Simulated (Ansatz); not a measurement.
# BaCeSe3 (model cell, started as cubic perovskite with Ce in the octahedra): following an unstable mode, part 2 of 2

Aim: this structure of BaCeSe3 (model cell, started as cubic perovskite with Ce in the octahedra) is to be tested for unstable modes, and one is followed downhill.

Ansatz 0.2.0; DFT PBEsol, scalar-relativistic, plane waves, PAW; PAW set soft_1.

So far, highest frequency on the path or at a solved wavevector (cm⁻¹): step 2 (response at finite wavevector) 271. Also lowest frequency on the path (cm⁻¹): step 2 -70.3.

The structure was built from a prototype and need not be the compound's stable phase.

## Step 5: Energy along the mode, all amplitudes (two of the runs are shown above)

An imaginary frequency means negative curvature, so the energy should fall and then rise again as anharmonic terms take over.

This step gave:

```yaml
depth_at_the_lowest_point_sampled: 78.9 meV/atom
largest_atomic_shift_at_that_point: 0.6 Å
```

Energy from the parent against largest atomic shift:

| largest atomic shift (Å) | energy from the parent (meV/atom) |
| --- | --- |
| 0.000 | 0 |
| 0.040 | -0.688 |
| 0.080 | -2.73 |
| 0.140 | -8.17 |
| 0.220 | -19.2 |
| 0.320 | -37.2 |
| 0.450 | -61.5 |
| 0.600 | -78.9 |

Displacement at unit largest shift by atom:

| atom | x (Å) | y (Å) | z (Å) | size |
| --- | --- | --- | --- | --- |
| Ba1 | 0.000 | 0.000 | 0.000 | 0.000 |
| Ba2 | 0.000 | 0.000 | 0.000 | 0.000 |
| Ce3 | 0.000 | 0.000 | 0.000 | 0.000 |
| Ce4 | 0.000 | 0.000 | 0.000 | 0.000 |
| Se5 | 0.707 | 0.707 | 0.000 | 1.000 |
| Se6 | -0.707 | -0.707 | 0.000 | 1.000 |
| Se7 | -0.707 | 0.000 | -0.707 | 1.000 |
| Se8 | 0.707 | 0.000 | 0.707 | 1.000 |
| Se9 | 0.000 | 0.707 | -0.707 | 1.000 |
| Se10 | 0.000 | -0.707 | 0.707 | 1.000 |

The lowest of the steps tried is the last one, at 0.6 Å, 78.9 meV/atom below the parent; the bottom of the well need not coincide with a step.

## Step 6: Relaxation from the frozen mode

Starting from the lowest point found, all atoms and the cell are let go, so that strain and other modes of the same symmetry can join in.

The input, input.yaml:

```yaml
crystal:
  lattice:
    - [5.4631095288, 5.4631095288, 0.0]
    - [5.4631095288, 0.0, 5.4631095288]
    - [5.4631095288, 0.0, -5.4631095288]
  atoms:
    - { symbol: Ba, position: [0.0, 0.0, 0.0] }
    - { symbol: Ba, position: [0.0, 0.5, 0.5] }
    - { symbol: Ce, position: [0.5, 0.25, 0.75] }
    - { symbol: Ce, position: [0.5, 0.75, 0.25] }
    - { symbol: Se, position: [0.5776598138, 0.0, 0.0] }
    - { symbol: Se, position: [0.4223401862, 0.5, 0.5] }
    - { symbol: Se, position: [0.0, 0.4223401862, 0.0] }
    - { symbol: Se, position: [0.0, 0.0776598138, 0.5] }
    - { symbol: Se, position: [0.5776598138, -0.0776598138, 0.5] }
    - { symbol: Se, position: [0.4223401862, 0.5776598138, 1.0] }
kpoints:
  mp_grid: { grid: [6, 6, 6] }
hamiltonian:
  xc: pbesol
  pseudopotentials: { kind: paw, azcp: { folder: soft_1 }, xc_functional: pbe }
scf:
  occupations: { method: fixed }
output:
  forces: true
  stress: true
  eigenvalues: true
relax:
  adjacent_minimum: "off"
  f_tol: 0.002
  max_steps: 120
  cell: { stress_tol: 0.03 }
```

The run is started by

```sh
> ansatz run input.yaml --threads 4 --pin off --max-ram 16384MiB --backend cpu --events-out ev --progress --plain --runs-dir out
```

Numbers of over 12 decimals in the logs are rounded to 6 here.

The log of the run:

```text
[...]
Crystal: 10 atoms, lattice volume = 326.099 Å³
Basis set: ecut = 420 eV, 6375 PW (Γ), exchange–correlation on 108×108×108 points (8 copies of the dense FFT grid, shifted against one another)
Bands: 84, of which v1, the nominal top of the filled ones, is band 70 counted from 1 (69 counted from 0)
Symmetry: 12 space group operations
[...]
k-points: 32 of 216
[...]
SCF iter   1: F=—  HF=-57274.968979 eV  |F-HF|=—  |Δ(HF+E_count)|=         —  Δρ=3.63e-1  dr2=7.02e2  ethr=3.10e-3  ⟨swp⟩=4.0  Hψ=7967  notcnv=0  defer=272
[...]
SCF iter  16: F=-57258.150963 eV  HF=-57258.150963 eV  |F-HF|=1.67e-9  |Δ(HF+E_count)|=   3.90e-8  Δρ=8.79e-7  dr2=3.31e-9  ethr=7.14e-11  ⟨swp⟩=11.5  Hψ=13918  notcnv=0
SCF 1 converged in 16 iterations: F = -57258.150963 eV  dr2 = 3.31e-9
[...]
relax step   1: F+E_penalty+E_count = -57258.15096290 eV  Δ(F+E_penalty+E_count) = +0.000e0 eV  max|allowed force component| = 4.781e-2 eV/Å  Δτ_max = 0.0000 Å  P = -1.329 GPa  Ω = 326.099 Å³  (16 SCF iters, dr2 threshold 1.00e-7 eV, accepted)
Crystal: 10 atoms, lattice volume = 313.172 Å³
Basis set: ecut = 420 eV, 6123 PW (Γ), exchange–correlation on 108×108×108 points (8 copies of the dense FFT grid, shifted against one another)
[...]
iter 1 solved again at ethr=6.16e-5 eV; its pass at ethr=3.10e-3 eV (dr2=8.63e-2 eV) is discarded
[...]
SCF iter   9: F=-57258.253943 eV  HF=-57258.253943 eV  |F-HF|=6.79e-8  |Δ(HF+E_count)|=   2.18e-6  Δρ=6.00e-6  dr2=1.88e-7  ethr=7.14e-10  ⟨swp⟩=10.3  Hψ=17617  notcnv=0
SCF 2 converged in 9 iterations: F = -57258.253943 eV  dr2 = 1.88e-7
[...]
relax step   2: F+E_penalty+E_count = -57258.25394266 eV  Δ(F+E_penalty+E_count) = -1.030e-1 eV  max|allowed force component| = 2.663e-2 eV/Å  Δτ_max = 0.0454 Å  P = +0.303 GPa  Ω = 313.172 Å³  energy of the carried Pulay correction = +6.950e-4 eV  (9 SCF iters, dr2 threshold 1.00e-6 eV, accepted)
Crystal: 10 atoms, lattice volume = 313.056 Å³
Basis set: ecut = 420 eV, 6079 PW (Γ), exchange–correlation on 108×108×108 points (8 copies of the dense FFT grid, shifted against one another)
[...]
SCF iter   8: F=-57258.268313 eV  HF=-57258.268314 eV  |F-HF|=1.26e-7  |Δ(HF+E_count)|=   1.02e-7  Δρ=6.92e-6  dr2=2.13e-7  ethr=5.31e-10  ⟨swp⟩=10.9  Hψ=19278  notcnv=0
SCF 3 converged in 8 iterations: F = -57258.268313 eV  dr2 = 2.13e-7
relax step   3: F+E_penalty+E_count = -57258.26831344 eV  Δ(F+E_penalty+E_count) = -1.437e-2 eV  max|allowed force component| = 7.765e-3 eV/Å  Δτ_max = 0.0327 Å  P = -0.015 GPa  Ω = 313.056 Å³  energy of the carried Pulay correction = +7.014e-4 eV  (8 SCF iters, dr2 threshold 7.43e-7 eV, accepted)
[...]
relax step   4: F+E_penalty+E_count = -57258.26874117 eV  Δ(F+E_penalty+E_count) = -4.277e-4 eV  max|allowed force component| = 9.721e-4 eV/Å  Δτ_max = 0.0066 Å  P = -0.002 GPa  Ω = 313.308 Å³  energy of the carried Pulay correction = +6.875e-4 eV  (8 SCF iters, dr2 threshold 6.73e-9 eV, accepted)
Basis set: ecut = 420 eV, 6121 PW (Γ), exchange–correlation on 108×108×100 points (8 copies of the dense FFT grid, shifted against one another)
[...]
SCF iter   7: F=-57258.268028 eV  HF=-57258.268028 eV  |F-HF|=0.00e0  |Δ(HF+E_count)|=  1.46e-11  Δρ=7.94e-8  dr2=3.46e-11  ethr=1.00e-12  ⟨swp⟩=11.0  Hψ=14436  notcnv=0
SCF 5 converged in 7 iterations: F = -57258.268028 eV  dr2 = 3.46e-11
relax step   5: F+E_penalty+E_count = -57258.26802843 eV  Δ(F+E_penalty+E_count) = +7.127e-4 eV  max|allowed force component| = 9.579e-4 eV/Å  Δτ_max = 0.0000 Å  P = -0.001 GPa  Ω = 313.308 Å³  stress off target by 2.56e-3 GPa  SCF on the basis re-selected at this cell (its energy is not comparable with the rows above)  (7 SCF iters)
basis re-selected at this cell: Δ(F+E_penalty+E_count) = +7.127e-4 eV, ΔP = +0.002 GPa vs the last step (what re-selecting the basis moved, of the pressure what is left beyond the Pulay correction that the steps carried, after the strain that the cell walked since its last selection, with what the two solves' SCF thresholds leave and, on support functions, any second-order correction that the steps lacked; it is no measure of the basis error at this ecutwfc). The dense FFT grid was sized anew with the basis: this SCF ran on 54×54×50 points, the steps before it on 54×54×54, so part of this shift can come from that change (see relax.cell in the input reference). [rest of the remark cut]
SCF converged after 7 iterations
Free energy (F): -57258.268028 eV
[...]
Internal energy: -57258.268028 eV  (E = F + TS)
E sigma→0 (E₀):  -57258.268028 eV
Fermi energy:    7.246012 eV
[...]
--- Forces (eV/Å), atoms counted from 1 ---
  atom   1  Ba     0.00000000    -0.00000000     0.00000000
  atom   2  Ba    -0.00000000     0.00000000    -0.00000000
  atom   3  Ce    -0.00000000     0.00000000     0.00000000
  atom   4  Ce     0.00000000     0.00000000     0.00000000
  atom   5  Se     0.00095788     0.00095788    -0.00000000
  atom   6  Se    -0.00095788    -0.00095788     0.00000000
  atom   7  Se    -0.00095788    -0.00000000    -0.00095788
  atom   8  Se     0.00095788     0.00000000     0.00095788
  atom   9  Se     0.00000000     0.00095788    -0.00095788
  atom  10  Se    -0.00000000    -0.00095788     0.00095788
  max |Σ_I F_I| component: 1.84e-18 eV/Å
--- Stress (GPa, compression-positive) ---
       -0.000732       0.000916       0.000916
        0.000916      -0.000732      -0.000916
        0.000916      -0.000916      -0.000732
  P = ⅓ Tr σ = -0.0007 GPa (-0.007 kbar)
--- Band table (eV; the first three rows and the last of 32) ---
  k-point 0: bands = [... 66 lower, 6.8289, 6.9080, 6.9080, 6.9776, 8.1933, 8.2311, 8.2311, 8.2368, ... 10 higher]
  k-point 1: bands = [... 66 lower, 6.7475, 6.8282, 6.9481, 6.9481, 8.2027, 8.2317, 8.2470, 8.2470, ... 10 higher]
  k-point 2: bands = [... 66 lower, 6.3695, 6.7723, 6.8152, 6.8152, 8.2140, 8.2238, 8.2649, 8.2649, ... 10 higher]
  k-point 31: bands = [... 66 lower, 6.7264, 6.7264, 6.9907, 6.9907, 8.2165, 8.2165, 8.2588, 8.2588, ... 10 higher]
--- Relaxed structure (4 steps of the walk, 4 accepted, 1 SCFs on fresh bases) ---
  F+E_penalty+E_count = -57258.26802843 eV   max|allowed force component| = 9.579e-4 eV/Å   (the final SCF, on the basis selected at the relaxed cell)
  cell:  # Å, volume = 313.3084 Å³
    - [5.498977, 5.498977, 0.0]
    - [5.498977, 0.0, 5.498977]
    - [5.286711, 0.212266, -5.286711]
  atoms:
    - { symbol: Ba, position: [0, -1.1113692914102233e-19, 0] }
    - { symbol: Ba, position: [-2.3310346708438345e-18, 0.500000, 0.500000] }
    - { symbol: Ce, position: [0.500000, 0.25, 0.75] }
    - { symbol: Ce, position: [0.500000, 0.75, 0.250000] }
    - { symbol: Se, position: [0.586909, -3.9744976083985083e-19, 4.307006368494668e-19] }
    - { symbol: Se, position: [0.413091, 0.500000, 0.500000] }
    - { symbol: Se, position: [0.0, 0.413091, 0.0] }
    - { symbol: Se, position: [3.469446951953614e-18, 0.086909, 0.500000] }
    - { symbol: Se, position: [0.586909, -0.086909, 0.500000] }
    - { symbol: Se, position: [0.413091, 0.586909, 1.000000] }
```

Run time: 99 s. Hardware: 4 threads of Arm Neoverse V2, shared host; peak memory 1.4 GiB.

The steps of the relaxation:

| step | energy less that of the first step (eV) | largest force component (eV/Å) | pressure (GPa) | volume (Å³) |
| --- | --- | --- | --- | --- |
| 1 | 0.0000 | 0.0478 | -1.33 | 326.10 |
| 2 | -0.1030 | 0.0266 | 0.30 | 313.17 |
| 3 | -0.1174 | 0.0078 | -0.02 | 313.06 |
| 4 | -0.1178 | 0.0010 | 0.00 | 313.31 |
| 5* | -0.1171 | 0.0010 | 0.00 | 313.31 |

Relaxation steps marked * repeat the geometry before them on a plane-wave basis chosen anew for their cell, so energy and pressure can jump there.

The run keeps the 12 symmetry operations that it works with, so distortions that break them were not tested.

| conventional cell, symmetrised | before | after | change |
| --- | --- | --- | --- |
| a (Å) | 7.726 | 7.777 | +0.7 % |
| b (Å) | 7.726 | 7.777 | +0.7 % |
| c (Å) | 18.925 | 17.946 | -5.2 % |
| volume (Å³/atom) | 32.61 | 31.33 | -3.9 % |

The atoms that moved most (Å, as changes of fractional coordinates times the final cell):

| atom | dx | dy | dz | length |
| --- | --- | --- | --- | --- |
| Se6 | -0.051 | -0.051 | 0.000 | 0.072 |
| Se8 | 0.051 | 0.000 | 0.051 | 0.072 |
| Se9 | 0.000 | 0.051 | -0.051 | 0.072 |
| Se10 | 0.000 | -0.051 | 0.051 | 0.072 |
| Se5 | 0.051 | 0.051 | 0.000 | 0.072 |
| Se7 | -0.051 | 0.000 | -0.051 | 0.072 |

This step gave:

| Quantity | Value |
| --- | --- |
| pressure | -7.32e-4 GPa |
| gap on the k-mesh | 0.9473 eV |
| volume per atom | 31.33 Å³ |

The distorted start has space group R-3c; the relaxation ends in R-3c.

## Step 7: The new phase in its own primitive cell

The relaxed structure is symmetrised, reduced to its primitive cell and relaxed tightly, as its phonons need.

input.yaml, the sections that differ from step 6:

```yaml
crystal:
  lattice:
    - [3.8883636823, 2.2449478187, 5.9820166353]
    - [-3.8883636823, 2.2449478187, 5.9820166353]
    - [0.0, -4.4898956373, 5.9820166353]
  atoms:
    - { symbol: Ba, position: [0.75, 0.75, 0.75] }
    - { symbol: Ba, position: [0.25, 0.25, 0.25] }
    - { symbol: Ce, position: [0.5, 0.5, 0.5] }
    - { symbol: Ce, position: [0.0, 0.0, 0.0] }
    - { symbol: Se, position: [0.3369093834, 0.75, 0.1630906166] }
    - { symbol: Se, position: [0.6630906166, 0.25, 0.8369093834] }
    - { symbol: Se, position: [0.1630906166, 0.3369093834, 0.75] }
    - { symbol: Se, position: [0.8369093834, 0.6630906166, 0.25] }
    - { symbol: Se, position: [0.25, 0.8369093834, 0.6630906166] }
    - { symbol: Se, position: [0.75, 0.1630906166, 0.3369093834] }
relax:
  adjacent_minimum: "off"
  f_tol: 0.001
  max_steps: 60
  cell: { stress_tol: 0.01 }
# kpoints, hamiltonian, scf, output: as in step 6
```

The log of the run:

```text
[...]
Crystal: 10 atoms, lattice volume = 313.308 Å³
Basis set: ecut = 420 eV, 6121 PW (Γ), exchange–correlation on 100×100×100 points (8 copies of the dense FFT grid, shifted against one another)
Bands: 84, of which v1, the nominal top of the filled ones, is band 70 counted from 1 (69 counted from 0)
Symmetry: 12 space group operations
[...]
k-points: 32 of 216
[...]
- { symbol: Ba, position: [0.25, 0.25, 0.250000] }
    - { symbol: Ce, position: [0.5, 0.5, 0.500000] }
    - { symbol: Ce, position: [0, 0, 0] }
    - { symbol: Se, position: [0.336986, 0.750000, 0.163014] }
    - { symbol: Se, position: [0.663014, 0.250000, 0.836986] }
    - { symbol: Se, position: [0.163014, 0.336986, 0.75] }
    - { symbol: Se, position: [0.836986, 0.663014, 0.25] }
    - { symbol: Se, position: [0.250000, 0.836986, 0.663014] }
    - { symbol: Se, position: [0.75, 0.163014, 0.336986] }
[key lines of the parts left out:]
SCF converged after 8 iterations
Free energy (F): -57258.268029 eV
Fermi energy:    7.245787 eV
P = ⅓ Tr σ = -0.0015 GPa (-0.015 kbar)
```

It took 69 s on 4 threads; peak memory 1.3 GiB.

Little changed from the start: no atom moved by 0.005 Å and no cell edge by 0.1 %.

This step gave:

```yaml
pressure: -0.001502 GPa
gap_on_the_k_mesh: 0.9474 eV
direct_gap_on_mesh: 0.9674 eV
```

The largest force component left is 0.076 meV/Å and the pressure is -0.002 GPa, within the tolerances set. The cell now holds 31.33 Å³/atom.

## Step 8: What came out

| Item | Value |
| --- | --- |
| unstable mode of the parent | q = (-0.5, -0.5, -0.5), 70i cm⁻¹ |
| depth at the lowest point sampled | 78.9 meV/atom |
| largest atomic shift at that point | 0.6 Å |
| space group reached (within 0.01 Å) | R-3c |
| energy gained over the parent (first relaxation, on the mesh of the frozen mode) | 90.6 meV/atom |
| volume per atom, phase reached | 31.3 Å³ |
| gap on the k-mesh, phase reached | 0.947 eV |

What this shows: Along this mode the structure falls into R-3c, 90.6 meV/atom below the parent. At the parent's cell the well is 78.9 meV/atom deep on the steps tried, with its lowest point at a shift of 0.6 Å. That is the last step tried, so the steps alone don't bracket the bottom of the well. Relaxing atoms and cell changes the gain by +11.71 meV/atom against the lowest step (energies at zero smearing). The modes of the phase reached were not computed on this path. Of the 4 patterns followed to their end from this parent, this one ends 9.79 meV/atom above the lowest, Imma. Each path keeps the symmetry of its pattern, so a lower phase may lie along a pattern not tried. The phonon runs are without spin polarisation, although Ce often carries a moment. The 4f shell is treated without a U, so valence and screening may be off. Spin-orbit coupling is left out, which can matter for the heavy elements here. The PAW files were made for PBE and serve the other functionals too. The starting cell was built on a prototype and not taken from a measurement, so the phase need not exist.

[Logs are printed without paths, hosts, clocks, repeated set-up lines and the standing remarks that a program may print on its own settings, such as how far it seeks lower states.]

[Hosts, paths, dates, database ids (printed as entryN), source tags and the programs' standing remarks are cut or masked in the printed files.]
